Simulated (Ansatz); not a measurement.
# Y2CF2 MXene monolayer in a perpendicular field

Aim: how the Y2CF2 MXene monolayer screens a field along its normal, and what the field does to its bands. A positive field points along +c.

Calculated with Ansatz 0.2.0; plane-wave DFT, PBE-D3(BJ), Ansatz PAW (set soft_1); PAW set soft_1.

Report form: the programs' logs are mostly left out.

## Step 1: The structure

The cell holds 5 atoms: 2 F, 2 Y and 1 C. Cell: a = 3.478 Å, b = 3.478 Å, c = 40.805 Å, α = 90.0°, β = 90.0°, γ = 120.0°. Vacuum lies along c.

## Step 2: Relaxation

The starting cell is a guess, so the in-plane lattice and the atoms are relaxed first, with the slab cut off from its images along the normal.

input.yaml reads:

```yaml
crystal:
  lattice:
    - [3.47776, 0.0, 0.0]
    - [-1.73888, 3.0118285083, 0.0]
    - [0.0, 0.0, 40.8048287095]
  atoms:
    - { symbol: F, position: [0.3333333333, 0.6666666667, 0.439898918] }
    - { symbol: "Y", position: [0.6666666667, 0.3333333333, 0.4663708565] }
    - { symbol: C, position: [0.0, 0.0, 0.5] }
    - { symbol: "Y", position: [0.3333333333, 0.6666666667, 0.5336291435] }
    - { symbol: F, position: [0.6666666667, 0.3333333333, 0.560101082] }
  periodic: [true, true, false]
kpoints:
  mp_grid: { grid: [12, 12, 1] }
hamiltonian:
  xc: pbe
  dispersion: d3bj
  pseudopotentials: { kind: paw, azcp: { folder: soft_1 } }
scf:
  occupations: { method: fermi_dirac, width: 0.05 }
  convergence: { dr2_threshold: 1.0e-09 }
relax:
  f_tol: 0.004
  max_steps: 90
  cell: {}
output:
  write_potential: true
  write_density: true
  volumetric_format: npy
```

Run with:

```
$ ansatz run input.yaml --threads 2 --pin off --max-ram 3072MiB --backend cpu --events-out ev --progress --plain --runs-dir out
```

The job ended after 71 s (2 threads of Arm Neoverse V1, shared host; peak memory 0.7 GiB).

The steps of the relaxation:

| step | energy less that of the first step (eV) | largest force component (eV/Å) | volume (Å³) |
| --- | --- | --- | --- |
| 1 | 0.0000 | 0.9682 | 427.41 |
| 2 | -0.1581 | 0.4157 | 444.00 |
| 3 | -0.1144 | 0.9969 | 456.14 |
| 4 | -0.1811 | 0.0167 | 446.14 |
| 5 | -0.1812 | 0.0011 | 445.81 |
| 6* | -0.1870 | 0.0015 | 445.81 |
| 7 | -0.1869 | 0.0052 | 446.40 |
| 8 | -0.1870 | 0.0012 | 446.36 |
| 9* | -0.1871 | 0.0012 | 446.36 |

Relaxation steps marked * repeat the geometry before them on a plane-wave basis chosen anew for their cell, so energy and pressure can jump there. Relaxation step 3 was tried and not accepted.

Forces are held to the 12 operations that the run works with; a distortion that breaks them can't arise in this run.

```
cell as run  before  after  change
      a (Å)   3.478  3.554  +2.2 %
      b (Å)   3.478  3.554  +2.2 %
```

The atoms that moved most (Å, along periodic axes as changes of fractional coordinates times the final cell, across vacuum about the mean position):

```
atom     dx     dy      dz  length
  F1  0.000  0.000  -0.095   0.095
  F5  0.000  0.000   0.095   0.095
```

The relaxed structure:

```xyz
5
Lattice="3.5541 0.0000 0.0000 -1.7770 3.0779 0.0000 0.0000 0.0000 40.8048" Properties=species:S:1:pos:R:3
F     0.0000    2.0519   17.8555
Y     1.7770    1.0260   19.0315
C     0.0000    0.0000   20.4024
Y     0.0000    2.0519   21.7733
F     1.7770    1.0260   22.9493
```

The lattice constant a goes from 3.478 to 3.554 Å.

## Step 3: Atoms held, field 0

A sawtooth potential applies the field, turning back in the middle of the vacuum. With the dipole correction the typed value is the field outside the slab. The induced dipole is small, so the SCF threshold is tight.

The cell differs from the one that the last finished run ended in (c 40.805 → 23.094 Å).

input.yaml reads:

```yaml
crystal:
  lattice:
    - [3.5540528419, 0.0, 0.0]
    - [-1.777026421, 3.0779000475, 0.0]
    - [0.0, 0.0, 23.0938421877]
  atoms:
    - { symbol: F, position: [0.3333333333, 0.6666666667, 0.3897142765] }
    - { symbol: "Y", position: [0.6666666667, 0.3333333333, 0.4406365293] }
    - { symbol: C, position: [0.0, 0.0, 0.5] }
    - { symbol: "Y", position: [0.3333333333, 0.6666666667, 0.5593634707] }
    - { symbol: F, position: [0.6666666667, 0.3333333333, 0.6102857235] }
kpoints:
  mp_grid: { grid: [18, 18, 1] }
  band_path:
    path: [[0, 0, 0], [0.5, 0, 0], [0.33333333, 0.33333333, 0], [0, 0, 0]]
    npoints: 16
hamiltonian:
  xc: pbe
  dispersion: d3bj
  pseudopotentials: { kind: paw, azcp: { folder: soft_1 } }
scf:
  occupations: { method: fermi_dirac, width: 0.02585 }
  convergence: { dr2_threshold: 1.0e-10 }
efield:
  axis: 3
  dipole_correction: true
  ramp_position: 0.97
  ramp_width: 0.06
  amplitude: 0
output:
  dos: { projected: true, e_range: [-6, 5] }
  write_potential: true
  write_density: true
  volumetric_format: npy
  elf: true
```

Run time: 27 s. Hardware: 2 threads; peak memory 0.57 GiB.

Numbers from this step:

- gap on the k-mesh: 1.117 eV
- dipole along the normal: 3.00e-7 e·Å
- gap along the path: 1.117 eV
- smallest direct gap along the path: 1.284 eV
- ionisation energy, upper face: 4.293 eV
- electron affinity, upper face: 3.176 eV
- gap, the smaller of path and mesh: 1.117 eV

Running mean over a fixed 2.7 Å (it still follows the layers) of the planar mean; the ramp of the sawtooth is left out. Electron's electrostatic potential energy less the Fermi level against z:

z (Å), electron's electrostatic potential energy less the Fermi level (eV) and a bar from the least value:
```
      3.5       3.72 ##############################
      4.0       3.72 ##############################
      4.5       3.72 ##############################
      5.0       3.72 ##############################
      5.5       3.72 ##############################
      6.0       3.72 ##############################
      6.5       3.70 ##############################
      7.0       3.55 ##############################
      7.5       2.61 ###########################
      8.0       0.80 #######################
      8.5      -1.65 ################
      9.0      -4.68 #########
      9.5      -7.01 ###
     10.0      -8.09 
     10.5      -8.19 
     11.0      -7.73 #
     11.5      -7.59 ##
     12.0      -7.68 #
     12.5      -8.11 
     13.0      -8.19 
     13.5      -7.29 ##
     14.0      -5.22 #######
     14.5      -2.21 ###############
     15.0       0.40 ######################
     15.5       2.31 ##########################
     16.0       3.47 #############################
     16.5       3.69 ##############################
     17.0       3.72 ##############################
     17.5       3.72 ##############################
     18.0       3.72 ##############################
     18.5       3.72 ##############################
     19.0       3.72 ##############################
     19.5       3.72 ##############################
     20.0       3.72 ##############################
```

The density of states has structure finer than the step of the table below, so its rows give means over 0.25 eV, whole bins alone (the curve runs from -6 to 2.35 eV). Peaks (eV: height): -1.950: 8.32, -1.200: 25.6.

The density of states by energy, zero at the Fermi level of the run, which the smearing sets inside the gap; means over each step:

```
energy (eV)  density of states (states/eV a cell)
      -2.50                                     0
      -2.25                                 0.468
      -2.00                                  4.94
      -1.75                                  2.73
      -1.50                                  2.99
      -1.25                                  6.49
      -1.00                                  2.39
      -0.75                                  3.42
      -0.50                                 0.402
      -0.25                                     0
       0.00                                     0
       0.25                                     0
       0.50                                 0.145
       0.75                                 0.857
       1.00                                 0.957
       1.25                                  1.04
       1.50                                  1.15
       1.75                                  1.38
       2.00                                  1.57
```

Projected DOS per atom over height of the atomic layer and energy from the Fermi level. Layers: F Y C Y F from below.

Ten even steps from '0' (0.00 states/eV) to '9' (3.24 states/eV), each cell a mean:
```
01010
01010
01010
01010
00000
00000
00000
00100
01510
03930
01410
02620
00000
00000
00000
00000
00000
00000
00000
00000
00000
00000
```
Columns: height of the atomic layer (Å) from 9 to 14.1 (not evenly spaced); rows upwards: energy from the Fermi level (eV) from -5.96 to 2.32.

The electronic bands at the labelled points (eV, zero at the Fermi level of the run, which the smearing sets inside the gap):

| point | band 17 | band 18 | band 19 | band 20 | band 21 | band 22 | band 23 | band 24 |
| --- | --- | --- | --- | --- | --- | --- | --- | --- |
| Γ | -6.16 | -2.07 | -0.57 | -0.57 | 2.27 | 2.44 | 2.61 | 2.61 |
| halfway | -6.12 | -1.72 | -1.49 | -0.70 | 1.32 | 2.86 | 3.31 | 3.44 |
| M | -6.09 | -2.16 | -1.19 | -0.73 | 0.55 | 3.77 | 4.33 | 4.52 |
| halfway | -6.08 | -2.06 | -1.29 | -1.19 | 1.43 | 3.67 | 3.94 | 4.26 |
| K | -6.09 | -1.80 | -1.80 | -1.19 | 2.45 | 3.43 | 3.43 | 4.10 |
| halfway | -6.13 | -1.71 | -1.45 | -1.02 | 2.08 | 2.08 | 3.38 | 3.54 |
| Γ | -6.16 | -2.07 | -0.57 | -0.57 | 2.27 | 2.44 | 2.61 | 2.61 |

Valence density in the ca plane at fractional y = 0.333, with atoms of Y and F within 0.2 Å of it. It is the smooth field of the valence electrons, not physical close to the nuclei.

Ten steps, logarithmic in the rise over the least value, from '0' (0 e/Å³) to '9' (12 e/Å³), each cell a mean:
```
00000000000000000123443221111233210000000000
00000000000000000146765211111367631000000000
00000000000000000257776311112589841000000000
00000000000000000256775311112479741000000000
00000000000000000135654211111245420000000000
00000000000000001112322222221122100000000000
00000000000000001111112222222210000000000000
00000000000000001211112232233210000000000000
00000000000000001111122222222211000000000000
```
Columns run along c (16.0 Å, from fractional 0.12 to 0.82 of the cell), rows up along a (3.6 Å). Atoms in or near the plane, at fractional coordinates: Y at (0.44, 0.67), F at (0.61, 0.67).

ELF in the ca plane at fractional y = 0.333, with atoms of Y and F within 0.2 Å of it. It is the smooth field of the valence electrons, not physical close to the nuclei.

Ten even steps from '0' (0.00) to '9' (0.85), each cell a mean:
```
00000000000000000000003774235310036763100000
00000000000000000000049999512210489986200000
00000000000000000000169759711111697797310000
00000000000000000000169889711111598897310000
00000000000000000000027997323210268875200000
00000000000000000011111232256311013432000000
00000000000000000024531013787323210000000000
00000000000000000124542015887323310000000000
00000000000000000013320012576311100110000000
```
Columns run along c (16.0 Å, from fractional 0.07 to 0.76 of the cell), rows up along a (3.6 Å). Atoms in or near the plane, at fractional coordinates: Y at (0.44, 0.67), F at (0.61, 0.67).

Electrostatic potential energy in the ca plane at fractional y = 0.333, with atoms of Y and F within 0.2 Å of it. With pseudopotentials it is smooth inside the atoms' cores, unlike the true potential.

Ten even steps from '0' (-46 eV) to '9' (4 eV), each cell a mean:
```
99999999999999999875447899988899999999999999
99999999999999999740003799999852599999999999
99999999999999998720000689999710179999999999
99999999999999998730001689999720289999999999
99999999999999999862115899998986899999999999
99999999999999999987678999888889999999999999
99999999999999999999899999877789999999999999
99999999999999999999999999876788999999999999
99999999999999999988889999877889999999999999
```
Columns run along c (16.0 Å, from fractional 0.12 to 0.82 of the cell; values clipped at the 3rd and 97th percentile), rows up along a (3.6 Å). Atoms in or near the plane, at fractional coordinates: Y at (0.44, 0.67), F at (0.61, 0.67).

The gap is 1.12 eV, with the valence edge 4.29 eV and the conduction edge 3.18 eV under the upper vacuum level.

## Step 4: Single point, field 0.1 V/Å

Changes to input.yaml since step 3:

```diff
@@ -26,7 +26,6 @@
   dipole_correction: true
-  ramp_position: 0.97
-  ramp_width: 0.06
-  amplitude: 0
+  ramp_position: 0.9318
+  ramp_width: 0.1365
+  amplitude: 0.1
 output:
-  dos: { projected: true, e_range: [-6, 5] }
   write_potential: true
@@ -34,2 +33 @@
   volumetric_format: npy
-  elf: true
```

Wall time 27 s (2 threads); peak memory 0.55 GiB; 54 s of CPU time.

The dipole is 0.0315 e·Å, and the gap 1.117 eV.

## Step 5: Atoms held, field -0.1 V/Å

Changes to input.yaml since step 4:

```diff
@@ -28,3 +28,3 @@
   ramp_width: 0.1365
-  amplitude: 0.1
+  amplitude: -0.1
 output:
```

The job ended after 27 s (2 threads; peak memory 0.55 GiB; 54 s of CPU time).

The dipole is -0.0315 e·Å, and the gap 1.117 eV.

## Step 6: Response, atoms held

This step: plane-wave DFT, PBE-D3(BJ), Ansatz PAW (set soft_1); response to a field along the normal, atoms held; PAW set soft_1 (Ansatz 0.2.0).

The dipoles give the slope, and the difference of two potentials shows where the field is screened.

Numbers from this step:

```
equivalent conductor thickness p/(ε₀AE) : 5.204 Å
distance between the outer atoms        : 5.094 Å
```

Table of dipole of the cell by applied field:

```
applied field (V/Å)  dipole of the cell (e·Å)
            -0.1000                   -0.0315
             0.0000                    3.0e-7
             0.1000                    0.0315
```

Local field over the applied field, running mean. From the potentials at -0.1 and 0.1 V/Å; running mean over 2.5 Å. Local field over applied field against z:

z (Å), local field over applied field and a bar:
```
      4.5      1.000 ##############################
      5.0      0.999 ##############################
      5.5      0.998 ##############################
      6.0      0.993 ##############################
      6.5      0.980 #############################
      7.0      0.941 ############################
      7.5      0.861 ##########################
      8.0      0.748 ######################
      8.5      0.614 ##################
      9.0      0.472 #############
      9.5      0.330 #########
     10.0      0.216 #####
     10.5      0.132 ###
     11.0      0.075 #
     11.5      0.048 
     12.0      0.067 #
     12.5      0.120 ##
     13.0      0.198 #####
     13.5      0.306 ########
     14.0      0.444 ############
     14.5      0.588 #################
     15.0      0.725 #####################
     15.5      0.841 #########################
     16.0      0.930 ############################
     16.5      0.975 #############################
     17.0      0.992 ##############################
     17.5      0.997 ##############################
     18.0      0.999 ##############################
     18.5      1.000 ##############################
     19.0      1.000 ##############################
```

The induced electron density oscillates, so the rows of the table below give means over windows of 0.5 Å about each position, cut where the curve ends. Its maxima inside the range that stand out by 2 % of the span (Å: e/Å³ per V/Å): 8.37: 0.00280, 9.09: 0.00192, 10.25: 0.00150, 11.69: 1.2e-4, 13.42: -7.1e-4, 14.29: -0.00114. Its minima: 8.80: 0.00114, 9.67: 7.1e-4, 11.40: -1.2e-4, 12.85: -0.00150, 14.00: -0.00192, 14.72: -0.00280.

Electrons, planar mean, per unit field. Induced electron density against z; means over each step:

```
z (Å)  induced electron density (e/Å³ per V/Å)
  4.5                                   8.6e-7
  5.0                                   2.7e-6
  5.5                                   8.6e-6
  6.0                                   2.8e-5
  6.5                                   9.1e-5
  7.0                                   2.9e-4
  7.5                                   8.3e-4
  8.0                                  0.00197
  8.5                                  0.00233
  9.0                                  0.00157
  9.5                                  0.00101
 10.0                                  0.00117
 10.5                                  0.00119
 11.0                                   4.5e-4
 11.5                                  -1.3e-5
 12.0                                  -2.8e-4
 12.5                                 -0.00107
 13.0                                 -0.00129
 13.5                                  -9.0e-4
 14.0                                 -0.00158
 14.5                                 -0.00208
 15.0                                 -0.00221
 15.5                                  -1.0e-3
 16.0                                  -3.5e-4
 16.5                                  -1.1e-4
 17.0                                  -3.5e-5
 17.5                                  -1.1e-5
 18.0                                  -3.3e-6
 18.5                                  -1.1e-6
 19.0                                  -4.2e-7
```

The smaller of the gaps on the path and on the k-mesh, counted as 0 under 0.03 eV. The gap stays at 1.12 eV for applied field from -0.1 to 0.1 V/Å.

By hand: between -0.1 and 0.1 V/Å the dipole changes by 0.06292 e·Å, a slope of 0.3146 e·Å²/V. A perfect conductor of thickness t has p = ε₀AEt, so t = 180.95 × 0.3146 / 10.939 = 5.20 Å (e/ε₀ = 180.95 V·Å, A in Å²).

The induced dipole is that of a conductor 5.20 Å thick.

## Step 7: What came out

* gap without field: 1.12 eV
* ionisation energy, upper face: 4.29 eV
* electron affinity, upper face: 3.18 eV
* equivalent conductor thickness, atoms held: 5.20 Å

What this shows: The induced dipole equals that of a perfect conductor 5.20 Å thick, while the outer atoms lie 5.09 Å apart; an out-of-plane ε follows only once a thickness t is chosen, by 1 − 1/ε = 5.20 Å / t. The gap stays within 0.01 eV of 1.12 eV over the fields run, up to 0.1 V/Å in size. Semilocal functionals give gaps that are too small, and excitons are not included. Spin-orbit coupling is left out. The MXene's terminations sit over the metal atoms of its far layer; the site over carbon or nitrogen, which some compounds prefer, was not run.

[Logs are printed without paths, hosts, clocks, repeated set-up lines and the standing remarks that a program may print on its own settings, such as how far it seeks lower states.]

[Hosts, paths, dates, database ids (printed as entryN), source tags and the programs' standing remarks are cut or masked in the printed files.]

[Maps of the electrostatic potential energy from Ansatz leave out the sawtooth potential of an applied field or a dipole correction, so their vacuum need not be flat; planar profiles and work functions include it.]
